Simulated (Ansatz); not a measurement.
## Work function of Mo(110): what the settings cost and change

Aim: the work function of Mo(110) across levels of theory at one geometry.

Program: Ansatz 0.2.0. Level of theory: plane-wave DFT, PBE, Ansatz PAW, in the first sound run; inputs show where later runs differ. Values are calculated unless marked as measured.

**Measured values to reproduce.**

“Anisotropic work function of elemental crystals” (2019, arxiv:1902.07811) quotes from earlier work for Mo (clean (110) face, a compiled value): work function (clean (110) face, a compiled value) 4.95 eV.

This is a report of a sequence of runs, with the program logs left out and the cost of each run kept.

## Step 1: The system as given

The cell holds 7 atoms: 7 Mo. Cell: a = 2.728 Å, b = 2.728 Å, c = 31.364 Å, α = 90.0°, β = 90.0°, γ = 70.5°. Vacuum lies along c.

## Step 2: Run, setting PBE, Ansatz PAW (420 eV)

A work function rests on the faint tail of the density, so the SCF threshold is tight. PBE on the default files comes first; the next runs keep the geometry and change functional or files, each at the cutoff that its files recommend; a relaxation and, for heavy metals, spin-orbit coupling close the ladder.

input.yaml reads:

```yaml
crystal:
  lattice:
    - [2.2273863607, -1.575, 0.0]
    - [2.2273863607, 1.575, 0.0]
    - [0.0, 0.0, 31.3643181644]
  atoms:
    - { symbol: Mo, position: [0.0, 0.0, 0.2869502838] }
    - { symbol: Mo, position: [0.5, 0.5, 0.3579668559] }
    - { symbol: Mo, position: [0.0, 0.0, 0.4289834279] }
    - { symbol: Mo, position: [0.5, 0.5, 0.5] }
    - { symbol: Mo, position: [0.0, 0.0, 0.5710165721] }
    - { symbol: Mo, position: [0.5, 0.5, 0.6420331441] }
    - { symbol: Mo, position: [0.0, 0.0, 0.7130497162] }
kpoints:
  mp_grid: { grid: [16, 16, 1] }
hamiltonian:
  xc: pbe
scf:
  occupations: { method: fermi_dirac, width: 0.1 }
  convergence: { dr2_threshold: 1.0e-09 }
efield:
  axis: 3
  dipole_correction: true
  ramp_position: 0.97
  ramp_width: 0.06
output:
  write_potential: true
  write_density: true
  volumetric_format: npy
  elf: true
```

Run with:

```console
> ansatz run input.yaml --threads 4 --pin off --max-ram 6144MiB --backend cpu --events-out ev --progress --plain --runs-dir out
```

It took 97 s on 4 threads of Arm Neoverse N1, shared host; peak memory 1.4 GiB.

This step gave:

| Item | Value |
| --- | --- |
| energy at zero smearing | -34689.6435 eV |
| work function, upper face | 4.660 eV |

Running mean over 2.227 Å of the planar mean; the ramp of the sawtooth is left out. Electron's electrostatic potential energy less the Fermi level against z:

| z (Å) | electron's electrostatic potential energy less the Fermi level (eV) |
| --- | --- |
| 3.5 | 4.66 |
| 4.0 | 4.66 |
| 4.5 | 4.66 |
| 5.0 | 4.65 |
| 5.5 | 4.62 |
| 6.0 | 4.52 |
| 6.5 | 4.20 |
| 7.0 | 3.17 |
| 7.5 | -0.152 |
| 8.0 | -6.00 |
| 8.5 | -10.8 |
| 9.0 | -12.4 |
| 9.5 | -12.6 |
| 10.0 | -12.7 |
| 10.5 | -12.8 |
| 11.0 | -12.9 |
| 11.5 | -12.9 |
| 12.0 | -12.9 |
| 12.5 | -12.9 |
| 13.0 | -12.8 |
| 13.5 | -12.8 |
| 14.0 | -12.8 |
| 14.5 | -12.8 |
| 15.0 | -12.8 |
| 15.5 | -12.8 |
| 16.0 | -12.8 |
| 16.5 | -12.8 |
| 17.0 | -12.8 |
| 17.5 | -12.8 |
| 18.0 | -12.8 |
| 18.5 | -12.8 |
| 19.0 | -12.9 |
| 19.5 | -12.9 |
| 20.0 | -12.9 |
| 20.5 | -12.8 |
| 21.0 | -12.8 |
| 21.5 | -12.7 |
| 22.0 | -12.6 |
| 22.5 | -12.2 |
| 23.0 | -9.81 |
| 23.5 | -4.33 |
| 24.0 | 1.08 |
| 24.5 | 3.58 |
| 25.0 | 4.33 |
| 25.5 | 4.56 |
| 26.0 | 4.63 |
| 26.5 | 4.65 |
| 27.0 | 4.66 |
| 27.5 | 4.66 |
| 28.0 | 4.66 |

Valence density in the ca plane at fractional y = 0.000, with atoms of Mo within 0.2 Å of it. It is the smooth field of the valence electrons, not physical close to the nuclei.

Values in e/Å³, 5 rows by 16 columns, each cell a mean:
```
0.3 1.4 4.9 0.6 0.3 0.4 4.1 2.4 0.3 0.3 1.8 4.6 0.3 0.0 0.0 0.0
0.3 0.4 1.1 0.3 0.3 0.3 0.9 0.6 0.3 0.3 0.5 1.0 0.1 0.0 0.0 0.0
0.3 0.3 0.4 0.3 0.3 0.3 0.4 0.3 0.3 0.3 0.3 0.4 0.1 0.0 0.0 0.0
0.3 0.7 2.2 0.4 0.3 0.3 1.9 1.0 0.3 0.3 0.8 2.1 0.2 0.0 0.0 0.0
0.3 1.8 5.8 0.8 0.3 0.4 4.9 3.0 0.3 0.3 2.3 5.5 0.4 0.0 0.0 0.0
```
Columns run along c (16.0 Å, from fractional 0.36 to 0.87 of the cell), rows up along a (2.7 Å). Atoms in or near the plane, at fractional coordinates: Mo at (0.43, 0.00), Mo at (0.57, 0.00), Mo at (0.71, 0.00).

ELF in the ca plane at fractional y = 0.000, with atoms of Mo within 0.2 Å of it. It is the smooth field of the valence electrons, not physical close to the nuclei.

Ten even steps from '0' (0.00) to '9' (0.75), each cell a mean:
```
45537979734544535978834544544888951000000000
34534898435434543798534433443699721110000000
34543454345434553354345433453355432221000000
44564334565444565433455444455434455431000000
34553333355434554333355443454334333321000000
34533686335434543577435433453477521111000000
34535999635444534899734544543899941000000000
45537858834545536957944544544966961000000000
```
Columns run along c (16.0 Å, from fractional 0.36 to 0.87 of the cell), rows up along a (2.7 Å). Atoms in or near the plane, at fractional coordinates: Mo at (0.43, 0.00), Mo at (0.57, 0.00), Mo at (0.71, 0.00).

Electrostatic potential energy in the ca plane at fractional y = 0.000, with atoms of Mo within 0.2 Å of it. With pseudopotentials it is smooth inside the atoms' cores, unlike the true potential.

Ten even steps from '0' (-69 eV) to '9' (13 eV), each cell a mean:
```
99985101489999986100379999997200268999999999
99987424789999997433689999998533589999999999
99998777899999999777899999999877899999999999
89999989999989999988999989999988999999999999
89999888999999999888899999999888899999999999
99997545799999998645789999998654689999999999
99985202589999996201489999997411379999999999
99984000489999985100279999996200168999999999
```
Columns run along c (16.0 Å, from fractional 0.36 to 0.87 of the cell; values clipped at the 3rd and 97th percentile), rows up along a (2.7 Å). Atoms in or near the plane, at fractional coordinates: Mo at (0.43, 0.00), Mo at (0.57, 0.00), Mo at (0.71, 0.00).

The work function is 4.660 eV.

## Step 3: Run

This step: plane-wave DFT, LDA, Ansatz PAW (Ansatz 0.2.0).

Changes to input.yaml since step 2:

```diff
@@ -16,3 +16,3 @@
 hamiltonian:
-  xc: pbe
+  xc: lda
 scf:
@@ -29,2 +29 @@
   volumetric_format: npy
-  elf: true
```

Run time: 97 s. Hardware: 4 threads; peak memory 1.4 GiB.

The work function is 4.956 eV, +0.296 eV from the run “PBE, Ansatz PAW (420 eV)”, at 0.99 times its CPU time.

## Step 4: Slab

This step: plane-wave DFT, PBEsol, Ansatz PAW (Ansatz 0.2.0).

Changes to input.yaml since step 3:

```diff
@@ -16,3 +16,3 @@
 hamiltonian:
-  xc: lda
+  xc: pbesol
 scf:
```

Elapsed: 100 s, on 4 threads; peak memory 1.4 GiB.

The work function is 4.771 eV, +0.112 eV from the run “PBE, Ansatz PAW (420 eV)”, at 1.0 times its CPU time.

## Step 5: Slab

This step: plane-wave DFT, RPBE, Ansatz PAW (Ansatz 0.2.0).

Changes to input.yaml since step 4:

```diff
@@ -16,3 +16,3 @@
 hamiltonian:
-  xc: pbesol
+  xc: rpbe
 scf:
```

Wall time 98 s (4 threads); peak memory 1.4 GiB; 5.4 min of CPU time.

The work function is 4.509 eV, -0.151 eV from the run “PBE, Ansatz PAW (420 eV)”, at 0.98 times its CPU time.

## Step 6: Run

This step: plane-wave DFT, r2SCAN, Ansatz PAW (Ansatz 0.2.0).

Changes to input.yaml since step 5:

```diff
@@ -16,3 +16,3 @@
 hamiltonian:
-  xc: rpbe
+  xc: r2scan
 scf:
```

Elapsed: 3.1 min, on 4 threads; peak memory 2 GiB; 10 min of CPU time.

The work function is 4.701 eV, +0.041 eV from the run “PBE, Ansatz PAW (420 eV)”, at 1.9 times its CPU time.

## Step 7: Slab

This step: plane-wave DFT, PBE, JTH PAW (Ansatz 0.2.0).

Changes to input.yaml since step 6:

```diff
@@ -16,3 +16,4 @@
 hamiltonian:
-  xc: r2scan
+  xc: pbe
+  pseudopotentials: { kind: paw, source: jth }
 scf:
```

It took 23 min on 4 threads; peak memory 5.3 GiB; 48 min of CPU time.

The work function is 4.659 eV, -0.000 eV from the run “PBE, Ansatz PAW (420 eV)”, at 8.8 times its CPU time.

## Step 8: Slab

This step: plane-wave DFT, PBE, norm-conserving (Ansatz 0.2.0).

Changes to input.yaml since step 7:

```diff
@@ -17,3 +17,3 @@
   xc: pbe
-  pseudopotentials: { kind: paw, source: jth }
+  pseudopotentials: { kind: nc }
 scf:
```

Wall time 6.5 min (4 threads); peak memory 4.2 GiB; 24 min of CPU time.

The work function is 4.660 eV, -0.000 eV from the run “PBE, Ansatz PAW (420 eV)”, at 4.5 times its CPU time.

## Step 9: Run

This step: plane-wave DFT, LDA, norm-conserving (Ansatz 0.2.0).

Changes to input.yaml since step 8:

```diff
@@ -16,3 +16,3 @@
 hamiltonian:
-  xc: pbe
+  xc: lda
   pseudopotentials: { kind: nc }
```

Run time: 5.8 min. Hardware: 4 threads; peak memory 4.1 GiB; 22 min of CPU time.

The work function is 4.957 eV, +0.297 eV from the run “PBE, Ansatz PAW (420 eV)”, at 4.1 times its CPU time.

## Step 10: Slab, setting PBE, all layers relaxed

This step: plane-wave DFT, PBE, Ansatz PAW (Ansatz 0.2.0).

Changes to input.yaml since step 9:

```diff
@@ -16,4 +16,3 @@
 hamiltonian:
-  xc: lda
-  pseudopotentials: { kind: nc }
+  xc: pbe
 scf:
@@ -26,2 +25,5 @@
   ramp_width: 0.06
+relax:
+  f_tol: 0.01
+  max_steps: 40
 output:
```

The job ended after 4.4 min (4 threads; peak memory 1.1 GiB).

The relaxation took 5 steps and lowered the energy by 0.050 eV; the largest force on the free atoms ends at 2.2e-4 eV/Å.

The work function is 4.564 eV, -0.096 eV from the run “PBE, Ansatz PAW (420 eV)”, at 3.0 times its CPU time.

## Step 11: Run

This step: plane-wave DFT, PBE, fully relativistic PAW with spin-orbit coupling (Ansatz 0.2.0).

Changes to input.yaml since step 10:

```diff
@@ -17,2 +17,3 @@
   xc: pbe
+  pseudopotentials: { kind: paw_fr }
 scf:
@@ -25,5 +26,5 @@
   ramp_width: 0.06
-relax:
-  f_tol: 0.01
-  max_steps: 40
+magnetization:
+  noncollinear: true
+  spin_orbit: true
 output:
```

It took 13 min on 4 threads; peak memory 5.6 GiB; 51 min of CPU time.

The work function is 4.662 eV, +0.002 eV from the run “PBE, Ansatz PAW (420 eV)”, at 9.4 times its CPU time.

## Step 12: Comparing the runs

Times are for 4 threads of Arm Neoverse N1, shared host. Results by setting:

| no. | setting | work function, upper face (eV) | time | memory (GiB) |
| --- | --- | --- | --- | --- |
| 1 | PBE, Ansatz PAW (420 eV) | 4.660 | 97 s | 1.4 |
| 2 | LDA, Ansatz PAW (420 eV) | 4.956 | 97 s | 1.4 |
| 3 | PBEsol, Ansatz PAW (420 eV) | 4.771 | 100 s | 1.4 |
| 4 | RPBE, Ansatz PAW (420 eV) | 4.509 | 98 s | 1.4 |
| 5 | r2SCAN, Ansatz PAW (500 eV) | 4.701 | 3.1 min | 2.0 |
| 6 | PBE, JTH PAW (1800 eV) | 4.659 | 23 min | 5.3 |
| 7 | PBE, norm-conserving (1088 eV) | 4.660 | 6.5 min | 4.2 |
| 8 | LDA, norm-conserving (1088 eV) | 4.957 | 5.8 min | 4.1 |
| 9 | PBE, all layers relaxed | 4.564 | 4.4 min | 1.1 |
| 10 | PBE with spin-orbit coupling (420 eV) | 4.662 | 13 min | 5.6 |

## Step 13: Varying the input

This step: plane-wave DFT, PBE, Ansatz PAW (Ansatz 0.2.0).

An input spoilt on purpose, to show how the run answers: it repeats the earlier run “PBE, Ansatz PAW (420 eV)” with efield.axis from 3 to 0, and scf.max_iter set to 50; its output block differs too.

Changes to input.yaml since step 11:

```diff
@@ -17,3 +17,2 @@
   xc: pbe
-  pseudopotentials: { kind: paw_fr }
 scf:
@@ -21,4 +20,5 @@
   convergence: { dr2_threshold: 1.0e-09 }
+  max_iter: 50
 efield:
-  axis: 3
+  axis: 0
   dipole_correction: true
@@ -26,5 +26,2 @@
   ramp_width: 0.06
-magnetization:
-  noncollinear: true
-  spin_orbit: true
 output:
```

Run time: 0.02 s. Hardware: 4 threads; peak memory 0.12 GiB.

The program refused the input before any cycle.

The program's message: “Error: invalid value for `efield.axis`: must be in [1, 3]; got 0”

The fault put into the input: an axis of 0, outside the range 1 to 3.

## Step 14: Results

| Property | Result |
| --- | --- |
| work function, PBE, Ansatz PAW (420 eV) | 4.660 eV |
| work function, LDA, Ansatz PAW (420 eV) | 4.956 eV |
| work function, RPBE, Ansatz PAW (420 eV) | 4.509 eV |
| work function, r2SCAN, Ansatz PAW (500 eV) | 4.701 eV |
| work function, LDA, norm-conserving (1088 eV) | 4.957 eV |
| work function, PBE, all layers relaxed | 4.564 eV |
| work function, PBE with spin-orbit coupling (420 eV) | 4.662 eV |

What this shows: PBE on the default files gives 4.66 eV, and the settings tried spread the value from 4.51 to 4.96 eV. At one geometry LDA lies 0.30 eV above PBE. The choice of pseudopotentials moves the PBE value by 0.000 eV. Relaxing the layers changes it by -0.096 eV. Spin-orbit coupling, on the fully relativistic files, changes it by +0.00 eV. The ladder's slabs use the tabulated experimental lattice constant (two decimals; a low-temperature value for the alkali metals).

Comparison with the measured values:

| quantity | measured | PBE, Ansatz PAW (420 eV) | LDA, Ansatz PAW (420 eV) | RPBE, Ansatz PAW (420 eV) | LDA, norm-conserving (1088 eV) | PBE, all layers relaxed | PBE with spin-orbit coupling (420 eV) |
| --- | --- | --- | --- | --- | --- | --- | --- |
| work function (clean (110) face, a compiled value) (eV) | 4.95 | 4.66 (-0.29 eV) | 4.96 (+0.01 eV) | 4.51 (-0.44 eV) | 4.96 (+0.01 eV) | 4.56 (-0.39 eV) | 4.66 (-0.29 eV) |

Measured values from arxiv:1902.07811 (2019).

Verdict: For the work function, of the levels listed nearest comes LDA, Ansatz PAW (420 eV) (+0.01 eV, good agreement) and farthest RPBE, Ansatz PAW (420 eV) (-0.44 eV, a clear miss).

[Long decimals in the printed logs are rounded to 6 places.]

[Logs are printed without paths, hosts, clocks, repeated set-up lines and the standing remarks that a program may print on its own settings, such as how far it seeks lower states.]

[Hosts, paths, dates, database ids (printed as entryN), source tags and the programs' standing remarks are cut or masked in the printed files.]

[Maps of the electrostatic potential energy from Ansatz leave out the sawtooth potential of an applied field or a dipole correction, so their vacuum need not be flat; planar profiles and work functions include it.]
